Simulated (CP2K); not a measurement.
Two runs for the C K edge of thioacetamide. Run A: CP2K XAS_TDP, all-electron GAPW, PBEh(45%), aug-cc-pVDZ, TDA, no relativity. Run B differs in one setting.

First lines with a strength over 0.0015. A:

```
                     atom  energy (eV)  states  strength, one atom
 C1 (bonded to C and 3 H)       283.95       1              0.0083
                                284.74       1              0.0201
                                285.26       1              0.0025
                                285.31       1              0.0227
                                285.68       1              0.0110
C2 (bonded to C, N and S)       282.10       1              0.0726
                                286.82       1              0.0018
                                287.70       1              0.0105
                                287.82       1              0.0049
                                288.37       1              0.0082
```

B:

```
                     atom  energy (eV)  states  strength, one atom
 C1 (bonded to C and 3 H)       290.25       1              0.0081
                                291.05       1              0.0197
                                291.57       1              0.0024
                                291.61       1              0.0222
                                291.99       1              0.0108
C2 (bonded to C, N and S)       287.50       1              0.0712
                                292.23       1              0.0018
                                293.11       1              0.0103
                                293.23       1              0.0048
                                293.77       1              0.0081
```

**Question.** Which was it: the basis, the functional, GW2X switched on, scalar relativity switched on?

GW2X switched on. GW2X shifts an atom's lines together and keeps their spacings. Against PBEh(45%) in aug-cc-pVDZ, the leading lines move by +6.30 eV (C1, to 290.25) and +5.40 eV (C2, to 287.50).

[Banner, clock and machine lines of the logs are left out without a mark of their own.]

[Logs are printed without paths, hosts, clocks, repeated set-up lines and the standing remarks that a program may print on its own settings, such as how far it seeks lower states.]

[Hosts, paths, dates, database ids (printed as entryN), source tags and the programs' standing remarks are cut or masked in the printed files.]
